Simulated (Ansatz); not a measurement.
# How Zr(0001) screens a field, part 2 of 2

Aim: image plane and induced charge of Zr(0001).

Ansatz 0.2.0; plane-wave DFT, PBE, Ansatz PAW.

So far. Step 7 (Single point, field 0.2 V/Å): The dipole is 0.177 e·Å. Step 8 (Atoms held, field -0.2 V/Å): The dipole is -0.177 e·Å.

## (9) Atoms held, field 0.4 V/Å

File input.yaml:

```yaml
crystal:
  lattice:
    - [3.23, 0.0, 0.0]
    - [1.615, 2.7972620542, 0.0]
    - [0.0, 0.0, 30.863475]
  atoms:
    - { symbol: Zr, position: [0.6666666667, 0.6666666667, 0.2916068265] }
    - { symbol: Zr, position: [0.0, 0.0, 0.3749640959] }
    - { symbol: Zr, position: [0.6666666667, 0.6666666667, 0.4583213653] }
    - { symbol: Zr, position: [0.0, 0.0, 0.5416786347] }
    - { symbol: Zr, position: [0.6666666667, 0.6666666667, 0.6250359041] }
    - { symbol: Zr, position: [0.0, 0.0, 0.7083931735] }
kpoints:
  mp_grid: { grid: [18, 18, 1] }
hamiltonian:
  xc: pbe
scf:
  occupations: { method: fermi_dirac, width: 0.1 }
  convergence: { dr2_threshold: 1.0e-10 }
efield:
  axis: 3
  dipole_correction: true
  ramp_position: 0.97
  ramp_width: 0.06
  amplitude: 0.4
output:
  forces: true
  write_potential: true
  write_density: true
  volumetric_format: npy
  elf: true
```

Launch:

```sh
$ ansatz run input.yaml --threads 2 --pin off --max-ram 3072MiB --backend cpu --events-out ev --progress --plain --runs-dir out
```

Numbers of over 12 decimals in the logs are rounded to 6 here.

Output:

```text
[...]
Crystal: 6 atoms, lattice volume = 278.856 Å³
Basis set: ecut = 420 eV, 5539 PW (Γ), exchange–correlation on 48×48×432 points (8 copies of the dense FFT grid, shifted against one another)
Bands: 44, of which v1, the nominal top of the filled ones, is band 36 counted from 1 (35 counted from 0)
Symmetry: 6 space group operations
k-points: 37 of 324 (time reversal used)
[...]
k-point 0: bands = [... 32 lower, 5.2444, 5.5044, 5.6725, 5.7721, 5.7721, 5.7822, 5.7822, 5.8949, ... 4 higher]
  k-point 1: bands = [... 32 lower, 5.1521, 5.4009, 5.6007, 5.6326, 5.7053, 5.7189, 5.8351, 5.8492, ... 4 higher]
  k-point 2: bands = [... 32 lower, 5.0349, 5.1413, 5.3005, 5.4069, 5.4410, 5.5796, 5.6670, 5.8807, ... 4 higher]
  k-point 36: bands = [... 32 lower, 3.9112, 4.2494, 4.2494, 5.0134, 5.0184, 5.1314, 5.1443, 5.1557, ... 4 higher]
[key lines of the parts left out:]
SCF converged after 22 iterations
Free energy (F): -25101.331277 eV
Fermi energy:    4.997647 eV
Dipole field:    D = 0.230017 V/Å  (p = 0.354470 e·Å, saw-weighted, corrected)
```

It took 33 s on 2 threads of Intel Xeon Platinum 8488C (Sapphire Rapids), shared host; peak memory 0.7 GiB; 65 s of CPU time.

Running mean over 2.573 Å of the planar mean, with the applied field; the ramp of the sawtooth is left out. The electron's electrostatic potential energy less the Fermi level by z:

| z (Å) | electron's electrostatic potential energy less the Fermi level (eV) |
| --- | --- |
| 3.5 | 3.00 |
| 4.0 | 3.20 |
| 4.5 | 3.39 |
| 5.0 | 3.56 |
| 5.5 | 3.67 |
| 6.0 | 3.66 |
| 6.5 | 3.30 |
| 7.0 | 2.10 |
| 7.5 | -1.01 |
| 8.0 | -5.12 |
| 8.5 | -7.72 |
| 9.0 | -8.44 |
| 9.5 | -8.42 |
| 10.0 | -8.31 |
| 10.5 | -8.28 |
| 11.0 | -8.29 |
| 11.5 | -8.32 |
| 12.0 | -8.36 |
| 12.5 | -8.39 |
| 13.0 | -8.38 |
| 13.5 | -8.37 |
| 14.0 | -8.38 |
| 14.5 | -8.40 |
| 15.0 | -8.41 |
| 15.5 | -8.42 |
| 16.0 | -8.41 |
| 16.5 | -8.40 |
| 17.0 | -8.38 |
| 17.5 | -8.37 |
| 18.0 | -8.38 |
| 18.5 | -8.38 |
| 19.0 | -8.35 |
| 19.5 | -8.31 |
| 20.0 | -8.28 |
| 20.5 | -8.28 |
| 21.0 | -8.34 |
| 21.5 | -8.46 |
| 22.0 | -8.39 |
| 22.5 | -7.28 |
| 23.0 | -4.07 |
| 23.5 | 0.0631 |
| 24.0 | 2.73 |
| 24.5 | 3.83 |
| 25.0 | 4.35 |
| 25.5 | 4.66 |
| 26.0 | 4.89 |
| 26.5 | 5.10 |
| 27.0 | 5.30 |
| 27.5 | 5.51 |

The dipole is 0.354 e·Å.

## (10) The response

This step: plane-wave DFT, PBE, Ansatz PAW; screening of a field by a metal slab (Ansatz 0.2.0).

The dipoles give the slope, and the difference of two potentials shows where the field is screened.

Numbers from this step:

```
equivalent conductor thickness p/(ε₀AE)      : 17.73 Å
distance between the outer atoms             : 12.86 Å
inner field over outer field                 : 2.98e-4
image plane, upper face                      : 2.459 Å
induced electrons on the upper face over ε₀E : -0.9961
image plane, lower face                      : 2.458 Å
induced electrons on the lower face over ε₀E : 0.9962
```

Dipole of the cell against applied field:

| applied field (V/Å) | dipole of the cell (e·Å) |
| --- | --- |
| -0.200 | -0.177 |
| -0.100 | -0.0885 |
| -0.050 | -0.0443 |
| 0.000 | 0 |
| 0.050 | 0.0443 |
| 0.100 | 0.0885 |
| 0.200 | 0.177 |
| 0.400 | 0.354 |

Local field over the applied field, running mean. From the potentials at -0.05 and 0.05 V/Å; running mean over 2.573 Å. Local field over applied field against z:

| z (Å) | local field over applied field |
| --- | --- |
| 4.5 | 0.974 |
| 5.0 | 0.943 |
| 5.5 | 0.879 |
| 6.0 | 0.763 |
| 6.5 | 0.585 |
| 7.0 | 0.372 |
| 7.5 | 0.187 |
| 8.0 | 0.0526 |
| 8.5 | -0.0273 |
| 9.0 | -0.0501 |
| 9.5 | -0.0239 |
| 10.0 | -0.00135 |
| 10.5 | -0.00146 |
| 11.0 | -0.00598 |
| 11.5 | -0.00388 |
| 12.0 | 1.9e-4 |
| 12.5 | 0.00272 |
| 13.0 | 0.00285 |
| 13.5 | 0.00133 |
| 14.0 | 0.00143 |
| 14.5 | 0.00130 |
| 15.0 | -4.2e-4 |
| 15.5 | -0.00154 |
| 16.0 | 1.6e-4 |
| 16.5 | 0.00150 |
| 17.0 | 0.00128 |
| 17.5 | 0.00165 |
| 18.0 | 0.00307 |
| 18.5 | 0.00226 |
| 19.0 | -8.7e-4 |
| 19.5 | -0.00488 |
| 20.0 | -0.00528 |
| 20.5 | -3.7e-4 |
| 21.0 | -0.00454 |
| 21.5 | -0.0331 |
| 22.0 | -0.0501 |
| 22.5 | -0.0108 |
| 23.0 | 0.0840 |
| 23.5 | 0.232 |
| 24.0 | 0.430 |
| 24.5 | 0.639 |
| 25.0 | 0.801 |
| 25.5 | 0.901 |
| 26.0 | 0.954 |
| 26.5 | 0.980 |

Electrons, planar mean, per unit field. Table of induced electron density by z:

z (Å), induced electron density (e/Å³ per V/Å) and a bar from the least value:
```
      4.5    0.00013 ################
      5.0    0.00028 ################
      5.5    0.00061 ##################
      6.0    0.00125 ####################
      6.5    0.00237 #########################
      7.0    0.00360 ##############################
      7.5    0.00372 ##############################
      8.0    0.00126 ####################
      8.5   -0.00201 #######
      9.0   -0.00063 #############
      9.5    0.00041 #################
     10.0    0.00023 ################
     10.5   -0.00010 ###############
     11.0   -0.00012 ###############
     11.5   -0.00004 ###############
     12.0    0.00003 ###############
     12.5    0.00001 ###############
     13.0   -0.00008 ###############
     13.5    0.00002 ###############
     14.0    0.00011 ################
     14.5   -0.00001 ###############
     15.0   -0.00007 ###############
     15.5    0.00001 ###############
     16.0    0.00008 ################
     16.5   -0.00006 ###############
     17.0   -0.00008 ###############
     17.5    0.00001 ###############
     18.0    0.00008 ################
     18.5   -0.00005 ###############
     19.0    0.00003 ###############
     19.5    0.00003 ###############
     20.0    0.00014 ################
     20.5    0.00007 ################
     21.0   -0.00044 ##############
     21.5   -0.00003 ###############
     22.0    0.00085 ###################
     22.5    0.00164 ######################
     23.0   -0.00226 ######
     23.5   -0.00388 
     24.0   -0.00330 ##
     24.5   -0.00202 #######
     25.0   -0.00104 ###########
     25.5   -0.00050 #############
     26.0   -0.00023 ##############
     26.5   -0.00010 ###############
```

By hand: between -0.05 and 0.05 V/Å the dipole changes by 0.08854 e·Å, a slope of 0.8854 e·Å²/V. A perfect conductor of thickness t has p = ε₀AEt, so t = 180.95 × 0.8854 / 9.035 = 17.73 Å (e/ε₀ = 180.95 V·Å, A in Å²). Less the 12.86 Å between the outer atoms, and halved, that puts each image plane 2.43 Å out.

The induced dipole is that of a conductor 17.73 Å thick.

## (11) A changed input

This step: plane-wave DFT, PBE, Ansatz PAW (Ansatz 0.2.0).

A run with a changed input: it repeats the earlier run at 0.05 V/Å with kpoints.mp_grid.shift to [0.5, 0.5, 0.0] and accuracy to high.

input.yaml, as its differences from that of step 9:

```diff
@@ -13,3 +13,3 @@
 kpoints:
-  mp_grid: { grid: [18, 18, 1] }
+  mp_grid: { grid: [18, 18, 1], shift: [0.5, 0.5, 0.0] }
 hamiltonian:
@@ -24,3 +24,3 @@
   ramp_width: 0.06
-  amplitude: 0.4
+  amplitude: 0.05
 output:
@@ -30,2 +30,2 @@
   volumetric_format: npy
-  elf: true
+accuracy: high
```

Output:

```text
Warning: crystal.symmetry: narrowed to the stabiliser of the k-point mesh — unitary ops 6 → 2; excluded 4 operations that carry a point of the 18×18×1 mesh (shift [0.5, 0.5, 0]) off the mesh (the run samples exactly the mesh kpoints.mp_grid names, as under crystal.symmetry.detect: false, and its converged state has the mesh's symmetry, not the crystal's; ε∞, the Born charges and the force constants of a linear response (`dielectric:` by the response, `phonons.method: dfpt`) are averaged over those of the crystal's operations that the state keeps within a tolerance, where `mesh_tensors`, `unaveraged_element` or `gamma_mean_max_change_ev_ang2` stands beside them; [rest of the remark cut]
[...]
Crystal: 6 atoms, lattice volume = 278.856 Å³
Basis set: ecut = 420 eV, 5539 PW (Γ), exchange–correlation on 50×50×480 points (8 copies of the dense FFT grid, shifted against one another)
Bands: 44, of which v1, the nominal top of the filled ones, is band 36 counted from 1 (35 counted from 0)
Symmetry: 2 space group operations
k-points: 90 of 324 (time reversal used)
[...]
SCF iter   1: F=—  HF=-25104.527905 eV  |F-HF|=—  |Δ(HF+E_count)|=         —  Δρ=3.29e-2  dr2=9.15e1  ethr=3.10e-3  p=0.041 e·Å  D=2.68e-2 V/Å  ΔV_dip=-0.83 eV  dr2_dipole=1.90e-7  V_vac-E_F(+/−)=7.75/7.16 eV  ⟨swp⟩=7.9  Hψ=18091  notcnv=0
[...]
SCF iter  14: F=-25101.261642 eV  HF=-25101.261642 eV  |F-HF|=1.82e-11  |Δ(HF+E_count)|=   1.40e-8  Δρ=4.24e-8  dr2=1.63e-11  ethr=1.00e-12  p=0.044 e·Å  D=2.87e-2 V/Å  ΔV_dip=-0.89 eV  dr2_dipole=5.58e-12  V_vac-E_F(+/−)=4.44/3.91 eV  ⟨swp⟩=9.3  Hψ=24807  notcnv=0
SCF 1 converged in 14 iterations: F = -25101.261642 eV  dr2 = 1.63e-11
[...]
SCF converged after 14 iterations
Free energy (F): -25101.261642 eV
[...]
Internal energy: -25100.964470 eV  (E = F + TS)
E sigma→0 (E₀):  -25101.113056 eV
Entropy (-TS):   -0.297173 eV (-49.529 meV/atom)
Fermi energy:    5.011484 eV
Dipole field:    D = 0.028728 V/Å  (p = 0.044272 e·Å, saw-weighted, corrected)
Work function:   not extracted (applied field tilts the vacuum); planar V_es + V_field profile in the machine report
[...]
--- Forces (eV/Å), atoms counted from 1 ---
  atom   1  Zr     0.00007853     0.00004534     0.42007508
  atom   2  Zr    -0.00007122    -0.00004112    -0.53671351
  atom   3  Zr     0.00002260     0.00001305    -0.00757032
  atom   4  Zr    -0.00002309    -0.00001333     0.00741877
  atom   5  Zr     0.00007063     0.00004078     0.53612734
  atom   6  Zr    -0.00007744    -0.00004471    -0.41933897
  max |Σ_I F_I| component: 1.60e-6 eV/Å
--- Band table (eV; the first three rows and the last of 90) ---
  k-point 0: bands = [... 32 lower, 5.2319, 5.4909, 5.6632, 5.7562, 5.7762, 5.8021, 5.8131, 5.8220, ... 4 higher]
  k-point 1: bands = [... 32 lower, 5.1223, 5.3347, 5.5485, 5.5745, 5.6566, 5.6778, 5.8095, 5.8969, ... 4 higher]
  k-point 2: bands = [... 32 lower, 5.0115, 5.0755, 5.2041, 5.3324, 5.3611, 5.5400, 5.6494, 5.8570, ... 4 higher]
  k-point 89: bands = [... 32 lower, 3.9694, 4.0643, 4.2538, 5.1783, 5.5275, 5.6661, 5.9297, 6.1499, ... 4 higher]
```

Wall time 51 s (2 threads); peak memory 1.1 GiB; 1.7 min of CPU time.

Numbers from this step:

| Quantity | Value |
| --- | --- |
| energy at zero smearing | -25101.1131 eV |
| dipole along the normal | 0.04427 e·Å |

Force by atom:

| atom | x (eV/Å) | y (eV/Å) | z (eV/Å) | size |
| --- | --- | --- | --- | --- |
| Zr1 | 0.000 | 0.000 | 0.420 | 0.420 |
| Zr2 | 0.000 | 0.000 | -0.537 | 0.537 |
| Zr3 | 0.000 | 0.000 | -0.008 | 0.008 |
| Zr4 | 0.000 | 0.000 | 0.007 | 0.007 |
| Zr5 | 0.000 | 0.000 | 0.536 | 0.536 |
| Zr6 | 0.000 | 0.000 | -0.419 | 0.419 |

| quantity | this run | earlier run | difference |
| --- | --- | --- | --- |
| dipole along the normal (e·Å) | 0.04427 | 0.04427 | 1.0e-6 |

The dipole moves by under 0.5 % or 5e-5 e·Å.

## (12) Varying the input

Another changed input: it repeats the earlier run at 0.05 V/Å with efield.dipole_correction from true to false.

input.yaml, as its differences from that of step 11:

```diff
@@ -13,3 +13,3 @@
 kpoints:
-  mp_grid: { grid: [18, 18, 1], shift: [0.5, 0.5, 0.0] }
+  mp_grid: { grid: [18, 18, 1] }
 hamiltonian:
@@ -21,3 +21,3 @@
   axis: 3
-  dipole_correction: true
+  dipole_correction: false
   ramp_position: 0.97
@@ -30,2 +30 @@
   volumetric_format: npy
-accuracy: high
```

Output:

```text
[...]
Crystal: 6 atoms, lattice volume = 278.856 Å³
Basis set: ecut = 420 eV, 5539 PW (Γ), exchange–correlation on 48×48×432 points (8 copies of the dense FFT grid, shifted against one another)
Bands: 44, of which v1, the nominal top of the filled ones, is band 36 counted from 1 (35 counted from 0)
Symmetry: 6 space group operations
k-points: 37 of 324 (time reversal used)
[...]
SCF iter   1: F=—  HF=-25101.578982 eV  |F-HF|=—  |Δ(HF+E_count)|=         —  Δρ=1.38e-2  dr2=5.33e1  ethr=1.77e-3  p=0.000 e·Å  V_vac-E_F(+/−)=4.86/3.44 eV  ⟨swp⟩=8.9  Hψ=7435  notcnv=0
[...]
SCF iter  12: F=-25101.263019 eV  HF=-25101.263019 eV  |F-HF|=4.73e-11  |Δ(HF+E_count)|=  6.29e-10  Δρ=5.48e-8  dr2=1.49e-11  ethr=1.00e-12  p=0.104 e·Å  V_vac-E_F(+/−)=4.78/3.53 eV  ⟨swp⟩=8.3  Hψ=9416  notcnv=0
SCF 1 converged in 12 iterations: F = -25101.263019 eV  dr2 = 1.49e-11
[...]
SCF converged after 12 iterations
Free energy (F): -25101.263019 eV
[...]
Internal energy: -25100.965909 eV  (E = F + TS)
E sigma→0 (E₀):  -25101.114464 eV
Entropy (-TS):   -0.297110 eV (-49.518 meV/atom)
Fermi energy:    5.010359 eV
Dipole field:    D = 0.067520 V/Å  (p = 0.104052 e·Å, saw-weighted)
Work function:   not extracted (applied field tilts the vacuum); planar V_es + V_field profile in the machine report
[...]
--- Forces (eV/Å), atoms counted from 1 ---
  atom   1  Zr     0.00000000     0.00000000     0.42095265
  atom   2  Zr    -0.00000000     0.00000000    -0.53727959
  atom   3  Zr     0.00000000    -0.00000000    -0.00902922
  atom   4  Zr     0.00000000     0.00000000     0.00867682
  atom   5  Zr    -0.00000000     0.00000000     0.53591636
  atom   6  Zr     0.00000000    -0.00000000    -0.41923662
  max |Σ_I F_I| component: 4.05e-7 eV/Å
--- Band table (eV; the first three rows and the last of 37) ---
  k-point 0: bands = [... 32 lower, 5.2571, 5.5151, 5.6852, 5.7850, 5.7850, 5.7951, 5.7951, 5.9080, ... 4 higher]
  k-point 1: bands = [... 32 lower, 5.1650, 5.4108, 5.6136, 5.6454, 5.7192, 5.7308, 5.8480, 5.8620, ... 4 higher]
  k-point 2: bands = [... 32 lower, 5.0538, 5.1484, 5.3134, 5.4207, 5.4517, 5.5926, 5.6780, 5.8937, ... 4 higher]
  k-point 36: bands = [... 32 lower, 3.9240, 4.2623, 4.2623, 5.0281, 5.0296, 5.1478, 5.1530, 5.1701, ... 4 higher]
```

Run time: 19 s. Hardware: 2 threads; peak memory 0.73 GiB.

| quantity | this run | earlier run | difference |
| --- | --- | --- | --- |
| dipole along the normal (e·Å) | 0.1041 | 0.04427 | 0.060 |

With the dipole correction off, the periodic images add a field of their own to the typed one.

It moves by +0.0598 e·Å.

These numbers are not those of the isolated slab.

## (13) Outcome

```yaml
work_function: 4.19 eV
image_plane_upper_face: 2.46 Å
induced_electrons_on_the_upper_face_over_eps_0e: -0.996
equivalent_conductor_thickness_p_eps_0ae: 17.7 Å
inner_field_over_outer_field: 3.0e-4
```

The induced charge has its centre 2.46 Å outside the outermost atoms; this is the plane from which a capacitor's gap or an image potential counts. The equivalent conductor thickness exceeds the distance between the outer atoms by 4.87 Å, about the sum of the two image-plane distances. In the middle of the slab the field is screened to under 0.5 % of its outer value. The atoms are held at bulk positions with the tabulated experimental lattice constant.

[Logs are printed without paths, hosts, clocks, repeated set-up lines and the standing remarks that a program may print on its own settings, such as how far it seeks lower states.]

[Hosts, paths, dates, database ids (printed as entryN), source tags and the programs' standing remarks are cut or masked in the printed files.]

[Maps of the electrostatic potential energy from Ansatz leave out the sawtooth potential of an applied field or a dipole correction, so their vacuum need not be flat; planar profiles and work functions include it.]
